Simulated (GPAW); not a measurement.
# Screening of a field by C/Pt(100)

Wanted: the out-of-plane polarisability of C/Pt(100).

Calculated with GPAW 26.7.0; GPAW, PAW setups; slab in vacuum, relaxation, in the first sound run; inputs show where later runs differ.

### Step 1. Starting point

The cell holds 5 atoms: 4 Pt and 1 C. Its edges and angles: a = 2.772 Å, b = 2.772 Å, c = 24.688 Å, α = 90.0°, β = 90.0°, γ = 90.0°. Vacuum lies along c.

### Step 2. Relaxing the atoms

The atoms are relaxed first, since the surface dipole, and with it the work function, follows the positions of the outer layers. The lowest 2 atoms are held at bulk positions and keep their forces.

run.py

```python
import json
import numpy as np
from ase import Atoms
from ase.constraints import FixAtoms
from ase.optimize import BFGS
from gpaw import GPAW, PW

slab = Atoms(
    ['Pt', 'Pt', 'Pt', 'Pt', 'C'],
    positions=[
        [1.38593, 1.38593, 9.00000],
        [0.00000, 0.00000, 10.96000],
        [1.38593, 1.38593, 12.92000],
        [0.00000, 0.00000, 14.88000],
        [1.38593, 1.38593, 15.68796]],
    cell=[[2.77186, 0.0, 0.0], [0.0, 2.77186, 0.0], [0.0, 0.0, 24.68796]],
    pbc=[True, True, False])

slab.calc = GPAW(mode=PW(500), xc='PBE', kpts={'size': (11, 11, 1), 'gamma': True},
                 occupations={'name': 'fermi-dirac', 'width': 0.1}, nbands='160%',
                 convergence={'density': 1e-05}, maxiter=200,
                 poissonsolver={'dipolelayer': 'xy'},
                 symmetry={'tolerance': 1e-3, 'extra_ids': [1, 1, 0, 0, 0]}, txt='slab.txt')
result = {}
slab.set_constraint(FixAtoms([0, 1]))
path = []
opt = BFGS(slab, maxstep=0.2)
opt.attach(lambda: path.append((slab.get_potential_energy(), slab.positions.tolist(), slab.get_forces().tolist())))
result['relaxed'] = bool(opt.run(fmax=0.03, steps=40))
result['path'] = path
energy = slab.get_potential_energy()
fermi = slab.calc.get_fermi_level()
v = slab.calc.get_electrostatic_potential().mean((0, 1)) - fermi
n = slab.calc.get_pseudo_density().mean((0, 1))
L = slab.cell[2, 2]
z = np.arange(len(v)) * L / len(v)
low, high = slab.positions[:, 2].min(), slab.positions[:, 2].max()
below, above = np.interp([low - 6.8, high + 6.8], z, v)
slopes = [np.interp(x, z, np.gradient(v, z)) for x in (low - 6.8, high + 6.8)]
eps = np.array([[slab.calc.get_eigenvalues(k, s) for k in range(len(slab.calc.get_ibz_k_points()))]
                for s in range(slab.calc.get_number_of_spins())]) - fermi
top, bottom = eps[eps < 0].max(), eps[eps > 0].min()
dipole = slab.get_dipole_moment()[2]
print(f'energy {energy:.4f} eV, Fermi level {fermi:.4f} eV, dipole {dipole:.5f} e A')
print(f'potential 6.8 A off the faces, from the Fermi level: lower {below:.4f} eV, upper {above:.4f} eV')
print(f'slope of the potential there: lower {slopes[0]:.5f}, upper {slopes[1]:.5f} eV/A')
print(f'nearest levels on the mesh: {top:.4f} and {bottom:.4f} eV')
print('magnetic moment', round(slab.get_magnetic_moment(), 3))
result.update(energy=energy, fermi=fermi, dipole=dipole, below=below, above=above, slopes=slopes, edges=[top, bottom],
              z=z.tolist(), v=v.tolist(), n=n.tolist(), positions=slab.positions.tolist(),
              forces=slab.get_forces(apply_constraint=False).tolist(), moments=slab.get_magnetic_moments().tolist())
json.dump(result, open('result.json', 'w'))
```

The run is started by

```console
$ OMP_NUM_THREADS=1 OPENBLAS_NUM_THREADS=1 python run.py
```

What it wrote:

```text
Step          Energy          fmax
BFGS:    0      -30.427866        1.212945
BFGS:    1      -30.455134        0.948484
BFGS:    2      -30.496082        0.352055
BFGS:    3      -30.503027        0.393812
BFGS:    4      -30.514858        0.533431
BFGS:    5      -30.530724        0.543389
BFGS:    6      -30.546743        0.383384
BFGS:    7      -30.557119        0.269920
BFGS:    8      -30.563867        0.249931
BFGS:    9      -30.567634        0.234445
BFGS:   10      -30.570317        0.273763
BFGS:   11      -30.576014        0.314933
BFGS:   12      -30.581412        0.223034
BFGS:   13      -30.585019        0.058853
BFGS:   14      -30.585320        0.006704
energy -30.4790 eV, Fermi level 0.4434 eV, dipole -0.01561 e A
potential 6.8 A off the faces, from the Fermi level: lower 5.6752 eV, upper 6.0505 eV
slope of the potential there: lower -0.00011, upper 0.00002 eV/A
nearest levels on the mesh: -0.0341 and 0.0000 eV
magnetic moment 0.0
```

Wall time 37 min (1 thread of Arm Neoverse V1, shared host); peak memory 0.3 GiB.

Relaxation path:

| step | energy less that of the first step (eV) | largest force (eV/Å) |
| --- | --- | --- |
| 1 | 0.0000 | 1.2129 |
| 2 | -0.0258 | 0.9485 |
| 3 | -0.0625 | 0.3521 |
| 4 | -0.0684 | 0.3938 |
| 5 | -0.0790 | 0.5334 |
| 6 | -0.0939 | 0.5434 |
| 7 | -0.1092 | 0.3834 |
| 8 | -0.1191 | 0.2699 |
| 9 | -0.1257 | 0.2499 |
| 10 | -0.1298 | 0.2344 |
| 11 | -0.1329 | 0.2738 |
| 12 | -0.1401 | 0.3149 |
| 13 | -0.1468 | 0.2230 |
| 14 | -0.1493 | 0.0589 |
| 15 | -0.1488 | 0.0067 |

The atoms that moved most (Å):

| atom | dx | dy | dz | length |
| --- | --- | --- | --- | --- |
| C5 | 0.000 | 0.000 | 0.320 | 0.320 |
| Pt4 | 0.000 | 0.000 | 0.277 | 0.277 |
| Pt3 | 0.000 | 0.000 | 0.059 | 0.059 |

Final coordinates:

```cif
data_structure
_symmetry_space_group_name_H-M 'P 1'
_symmetry_Int_Tables_number 1
_cell_length_a 2.7719
_cell_length_b 2.7719
_cell_length_c 24.6880
_cell_angle_alpha 90.000
_cell_angle_beta 90.000
_cell_angle_gamma 90.000
_cell_volume 189.68
loop_
_atom_site_label
_atom_site_type_symbol
_atom_site_fract_x
_atom_site_fract_y
_atom_site_fract_z
_atom_site_occupancy
Pt1 Pt 0.50000 0.50000 0.36455 1
Pt2 Pt 0.00000 0.00000 0.44394 1
Pt3 Pt 0.50000 0.50000 0.52572 1
Pt4 Pt 0.00000 0.00000 0.61392 1
C5 C 0.50000 0.50000 0.64840 1
```

This step gave:

- dipole along the normal: -0.01561 e·Å
- levels nearest the Fermi level on the mesh: -0.03413, 4.47e-5 eV from the Fermi level
- upper work function: 6.051 eV
- lower work function: 5.675 eV

Electrostatic potential energy of an electron (without an applied field's), less the Fermi level, planar mean against z:

| z (Å) | electrostatic potential energy of an electron (without an applied field's), less the Fermi level, planar mean (eV) |
| --- | --- |
| 0.0 | 5.86 |
| 0.5 | 5.68 |
| 1.0 | 5.68 |
| 1.5 | 5.68 |
| 2.0 | 5.68 |
| 2.5 | 5.68 |
| 3.0 | 5.68 |
| 3.5 | 5.68 |
| 4.0 | 5.67 |
| 4.5 | 5.67 |
| 5.0 | 5.67 |
| 5.5 | 5.67 |
| 6.0 | 5.66 |
| 6.5 | 5.61 |
| 7.0 | 5.43 |
| 7.5 | 4.68 |
| 8.0 | 1.57 |
| 8.5 | -9.86 |
| 9.0 | -22.3 |
| 9.5 | -10.6 |
| 10.0 | -2.59 |
| 10.5 | -12.2 |
| 11.0 | -22.7 |
| 11.5 | -9.63 |
| 12.0 | -2.13 |
| 12.5 | -11.4 |
| 13.0 | -22.6 |
| 13.5 | -9.98 |
| 14.0 | -1.12 |
| 14.5 | -7.05 |
| 15.0 | -23.2 |
| 15.5 | -21.3 |
| 16.0 | -15.7 |
| 16.5 | -0.667 |
| 17.0 | 4.72 |
| 17.5 | 5.80 |
| 18.0 | 6.00 |
| 18.5 | 6.04 |
| 19.0 | 6.05 |
| 19.5 | 6.05 |
| 20.0 | 6.05 |
| 20.5 | 6.05 |
| 21.0 | 6.05 |
| 21.5 | 6.05 |
| 22.0 | 6.05 |
| 22.5 | 6.05 |
| 23.0 | 6.05 |
| 23.5 | 6.05 |
| 24.0 | 6.05 |
| 24.5 | 5.96 |

The pseudo valence density, planar mean oscillates, so the rows of the table below give means over windows of 1.93 Å about each position, cut where the curve ends. Its maxima inside the range that stand out by 2 % of the span (Å: e/Å³): 9.1: 2.06, 11.0: 2.10, 12.9: 2.08, 15.2: 2.13. Its minima: 10.0: 0.429, 12.0: 0.391, 14.1: 0.317.

Pseudo valence density, planar mean against z; means over each step:

z (Å), pseudo valence density, planar mean (e/Å³) and a bar:
```
     4.83       0.00 
     6.76       0.02 
     8.69       0.98 ############################
    10.62       1.07 ##############################
    12.55       1.05 #############################
    14.48       0.97 ###########################
    16.41       0.51 ##############
    18.34       0.00 
    20.27       0.00
```

The relaxation lowered the energy of the cell by 0.149 eV (energies extrapolated to zero smearing; the optimiser's log prints free energies). The largest force left on a free atom is 0.0067 eV/Å.

### Step 3. The slab's potential

With the geometry fixed, the planar mean of the potential gives the vacuum level on each side.

This step: GPAW, PAW setups; slab in vacuum (GPAW 26.7.0).

Edit run.py of step 2 so:

```diff
@@ -3,4 +3,2 @@
 from ase import Atoms
-from ase.constraints import FixAtoms
-from ase.optimize import BFGS
 from gpaw import GPAW, PW
@@ -12,5 +10,5 @@
         [0.00000, 0.00000, 10.96000],
-        [1.38593, 1.38593, 12.92000],
-        [0.00000, 0.00000, 14.88000],
-        [1.38593, 1.38593, 15.68796]],
+        [1.38593, 1.38593, 12.97897],
+        [0.00000, 0.00000, 15.15653],
+        [1.38593, 1.38593, 16.00771]],
     cell=[[2.77186, 0.0, 0.0], [0.0, 2.77186, 0.0], [0.0, 0.0, 24.68796]],
@@ -22,10 +20,4 @@
                  poissonsolver={'dipolelayer': 'xy'},
-                 symmetry={'tolerance': 1e-3, 'extra_ids': [1, 1, 0, 0, 0]}, txt='slab.txt')
+                 symmetry={'tolerance': 1e-3}, txt='slab.txt')
 result = {}
-slab.set_constraint(FixAtoms([0, 1]))
-path = []
-opt = BFGS(slab, maxstep=0.2)
-opt.attach(lambda: path.append((slab.get_potential_energy(), slab.positions.tolist(), slab.get_forces().tolist())))
-result['relaxed'] = bool(opt.run(fmax=0.03, steps=40))
-result['path'] = path
 energy = slab.get_potential_energy()
```

What it wrote:

```text
energy -30.4790 eV, Fermi level 0.4434 eV, dipole -0.01589 e A
potential 6.8 A off the faces, from the Fermi level: lower 5.6752 eV, upper 6.0499 eV
slope of the potential there: lower -0.00006, upper -0.00004 eV/A
nearest levels on the mesh: -0.0341 and 0.0001 eV
magnetic moment 0.0
```

Wall time 3.1 min (1 thread); peak memory 0.29 GiB.

This step gave:

| Item | Value |
| --- | --- |
| dipole along the normal | -0.01589 e·Å |
| levels nearest the Fermi level on the mesh | -0.03407, 1.14e-4 eV from the Fermi level |
| upper work function | 6.050 eV |

Table of electrostatic potential energy of an electron (without an applied field's), less the Fermi level, planar mean by z:

| z (Å) | electrostatic potential energy of an electron (without an applied field's), less the Fermi level, planar mean (eV) |
| --- | --- |
| 0.0 | 5.86 |
| 0.5 | 5.68 |
| 1.0 | 5.68 |
| 1.5 | 5.68 |
| 2.0 | 5.68 |
| 2.5 | 5.68 |
| 3.0 | 5.68 |
| 3.5 | 5.68 |
| 4.0 | 5.68 |
| 4.5 | 5.68 |
| 5.0 | 5.67 |
| 5.5 | 5.67 |
| 6.0 | 5.66 |
| 6.5 | 5.61 |
| 7.0 | 5.43 |
| 7.5 | 4.68 |
| 8.0 | 1.57 |
| 8.5 | -9.86 |
| 9.0 | -22.3 |
| 9.5 | -10.6 |
| 10.0 | -2.59 |
| 10.5 | -12.2 |
| 11.0 | -22.7 |
| 11.5 | -9.63 |
| 12.0 | -2.13 |
| 12.5 | -11.4 |
| 13.0 | -22.6 |
| 13.5 | -9.98 |
| 14.0 | -1.12 |
| 14.5 | -7.05 |
| 15.0 | -23.2 |
| 15.5 | -21.3 |
| 16.0 | -15.7 |
| 16.5 | -0.668 |
| 17.0 | 4.72 |
| 17.5 | 5.80 |
| 18.0 | 6.00 |
| 18.5 | 6.04 |
| 19.0 | 6.05 |
| 19.5 | 6.05 |
| 20.0 | 6.05 |
| 20.5 | 6.05 |
| 21.0 | 6.05 |
| 21.5 | 6.05 |
| 22.0 | 6.05 |
| 22.5 | 6.05 |
| 23.0 | 6.05 |
| 23.5 | 6.05 |
| 24.0 | 6.05 |
| 24.5 | 5.96 |

The pseudo valence density, planar mean oscillates, so the rows of the table below give means over windows of 1.93 Å about each position, cut where the curve ends. Its maxima inside the range that stand out by 2 % of the span (Å: e/Å³): 9.1: 2.06, 11.0: 2.10, 12.9: 2.08, 15.2: 2.13. Its minima: 10.0: 0.429, 12.0: 0.391, 14.1: 0.317.

The pseudo valence density, planar mean by z; means over each step:

| z (Å) | pseudo valence density, planar mean (e/Å³) |
| --- | --- |
| 4.83 | 6.8e-5 |
| 6.76 | 0.0154 |
| 8.69 | 0.981 |
| 10.62 | 1.07 |
| 12.55 | 1.05 |
| 14.48 | 0.968 |
| 16.41 | 0.506 |
| 18.34 | 0.00384 |
| 20.27 | 6.4e-6 |

The potential is flat to 5.5e-5 eV/Å where it is read, so the vacuum is wide enough.

### Step 4. In a field

A uniform field along the normal polarises the slab; the atoms stay fixed, so this is the electronic response alone.

Edit run.py of step 3 so:

```diff
@@ -4,2 +4,3 @@
 from gpaw import GPAW, PW
+from gpaw.external import ConstantElectricField
 
@@ -20,2 +21,3 @@
                  poissonsolver={'dipolelayer': 'xy'},
+                 external=ConstantElectricField(-0.2, [0, 0, 1]),
                  symmetry={'tolerance': 1e-3}, txt='slab.txt')
```

What it wrote:

```text
energy -30.4902 eV, Fermi level 0.4580 eV, dipole -0.09656 e A
potential 6.8 A off the faces, from the Fermi level: lower 4.7015 eV, upper 6.9759 eV
slope of the potential there: lower -0.00006, upper -0.00002 eV/A
nearest levels on the mesh: -0.0334 and 0.0008 eV
magnetic moment 0.0
```

Run time: 8.5 min. Hardware: 1 thread; peak memory 0.55 GiB.

This step gave:

```
dipole along the normal                                         : -0.09656 e·Å
levels nearest the Fermi level on the mesh                      : -0.03341, 7.76e-4 eV from the Fermi level
potential below the slab, the applied field's own ramp left out : 4.702 eV from the Fermi level
potential above the slab, the applied field's own ramp left out : 6.976 eV from the Fermi level
```

The electrostatic potential energy of an electron (without an applied field's), less the Fermi level, planar mean by z:

| z (Å) | electrostatic potential energy of an electron (without an applied field's), less the Fermi level, planar mean (eV) |
| --- | --- |
| 0.0 | 5.84 |
| 0.5 | 4.70 |
| 1.0 | 4.70 |
| 1.5 | 4.70 |
| 2.0 | 4.70 |
| 2.5 | 4.70 |
| 3.0 | 4.70 |
| 3.5 | 4.70 |
| 4.0 | 4.70 |
| 4.5 | 4.70 |
| 5.0 | 4.70 |
| 5.5 | 4.70 |
| 6.0 | 4.69 |
| 6.5 | 4.65 |
| 7.0 | 4.48 |
| 7.5 | 3.76 |
| 8.0 | 0.706 |
| 8.5 | -10.6 |
| 9.0 | -23.0 |
| 9.5 | -11.2 |
| 10.0 | -3.06 |
| 10.5 | -12.6 |
| 11.0 | -23.0 |
| 11.5 | -9.80 |
| 12.0 | -2.20 |
| 12.5 | -11.4 |
| 13.0 | -22.5 |
| 13.5 | -9.75 |
| 14.0 | -0.792 |
| 14.5 | -6.62 |
| 15.0 | -22.6 |
| 15.5 | -20.6 |
| 16.0 | -15.0 |
| 16.5 | 0.157 |
| 17.0 | 5.60 |
| 17.5 | 6.71 |
| 18.0 | 6.92 |
| 18.5 | 6.97 |
| 19.0 | 6.97 |
| 19.5 | 6.98 |
| 20.0 | 6.98 |
| 20.5 | 6.98 |
| 21.0 | 6.98 |
| 21.5 | 6.98 |
| 22.0 | 6.98 |
| 22.5 | 6.98 |
| 23.0 | 6.98 |
| 23.5 | 6.98 |
| 24.0 | 6.98 |
| 24.5 | 6.45 |

The dipole is now -0.0966 e Å, against -0.016 in the run without a field.

### Step 5. In a field

Edit run.py of step 4 so:

```diff
@@ -21,3 +21,3 @@
                  poissonsolver={'dipolelayer': 'xy'},
-                 external=ConstantElectricField(-0.2, [0, 0, 1]),
+                 external=ConstantElectricField(-0.1, [0, 0, 1]),
                  symmetry={'tolerance': 1e-3}, txt='slab.txt')
```

What it wrote:

```text
energy -30.4826 eV, Fermi level 0.4510 eV, dipole -0.05625 e A
potential 6.8 A off the faces, from the Fermi level: lower 5.1878 eV, upper 6.5126 eV
slope of the potential there: lower -0.00006, upper -0.00002 eV/A
nearest levels on the mesh: -0.0337 and 0.0005 eV
magnetic moment 0.0
```

Run time: 7.9 min. Hardware: 1 thread; peak memory 0.55 GiB.

This step gave:

```yaml
dipole_along_the_normal: -0.05625 e·Å
levels_nearest_the_fermi_level_on_the_mesh: -0.03371, 4.76e-4 eV from the Fermi level
potential_below_the_slab_the_applied_field_s_own_ramp_left_out: 5.188 eV from the Fermi level
potential_above_the_slab_the_applied_field_s_own_ramp_left_out: 6.513 eV from the Fermi level
```

The electrostatic potential energy of an electron (without an applied field's), less the Fermi level, planar mean oscillates, so the rows of the table below give means over windows of 1 Å about each position, cut where the curve ends. Its maxima inside the range that stand out by 2 % of the span (Å: eV): 9.9: -2.79, 12.0: -2.08, 14.1: -0.864. Its minima: 9.0: -22.7, 11.0: -22.9, 13.0: -22.6, 15.2: -25.2.

The electrostatic potential energy of an electron (without an applied field's), less the Fermi level, planar mean by z; means over each step:

z (Å), electrostatic potential energy of an electron (without an applied field's), less the Fermi level, planar mean (eV) and a bar from the least value:
```
        0        5.4 #############################
        1        5.2 ############################
        2        5.2 ############################
        3        5.2 ############################
        4        5.2 ############################
        5        5.2 ############################
        6        5.2 ############################
        7        4.9 ############################
        8       -0.3 ######################
        9      -18.0 ##
       10       -5.9 ################
       11      -18.2 #
       12       -5.1 #################
       13      -17.9 ##
       14       -3.4 ##################
       15      -19.4 
       16      -12.7 ########
       17        4.5 ############################
       18        6.4 ##############################
       19        6.5 ##############################
       20        6.5 ##############################
       21        6.5 ##############################
       22        6.5 ##############################
       23        6.5 ##############################
       24        6.5 ##############################
```

The dipole is now -0.0562 e Å, against -0.016 in the run without a field.

### Step 6. Field on

Edit run.py of step 5 so:

```diff
@@ -21,3 +21,3 @@
                  poissonsolver={'dipolelayer': 'xy'},
-                 external=ConstantElectricField(-0.1, [0, 0, 1]),
+                 external=ConstantElectricField(-0.05, [0, 0, 1]),
                  symmetry={'tolerance': 1e-3}, txt='slab.txt')
```

What it wrote:

```text
energy -30.4803 eV, Fermi level 0.4472 eV, dipole -0.03610 e A
potential 6.8 A off the faces, from the Fermi level: lower 5.4311 eV, upper 6.2815 eV
slope of the potential there: lower -0.00006, upper -0.00002 eV/A
nearest levels on the mesh: -0.0340 and 0.0002 eV
magnetic moment 0.0
```

It took 9.5 min on 1 thread; peak memory 0.55 GiB.

### Step 7. In a field

Edit run.py of step 6 so:

```diff
@@ -21,3 +21,3 @@
                  poissonsolver={'dipolelayer': 'xy'},
-                 external=ConstantElectricField(-0.05, [0, 0, 1]),
+                 external=ConstantElectricField(0.05, [0, 0, 1]),
                  symmetry={'tolerance': 1e-3}, txt='slab.txt')
```

What it wrote:

```text
energy -30.4787 eV, Fermi level 0.4394 eV, dipole 0.00427 e A
potential 6.8 A off the faces, from the Fermi level: lower 5.9195 eV, upper 5.8191 eV
slope of the potential there: lower -0.00004, upper -0.00002 eV/A
nearest levels on the mesh: -0.0000 and 0.0057 eV
magnetic moment 0.0
```

Wall time 9.8 min (1 thread); peak memory 0.55 GiB.

(Continued in part 2 of 2.)

[Logs are printed without paths, hosts, clocks, repeated set-up lines and the standing remarks that a program may print on its own settings, such as how far it seeks lower states.]

[Hosts, paths, dates, database ids (printed as entryN), source tags and the programs' standing remarks are cut or masked in the printed files.]
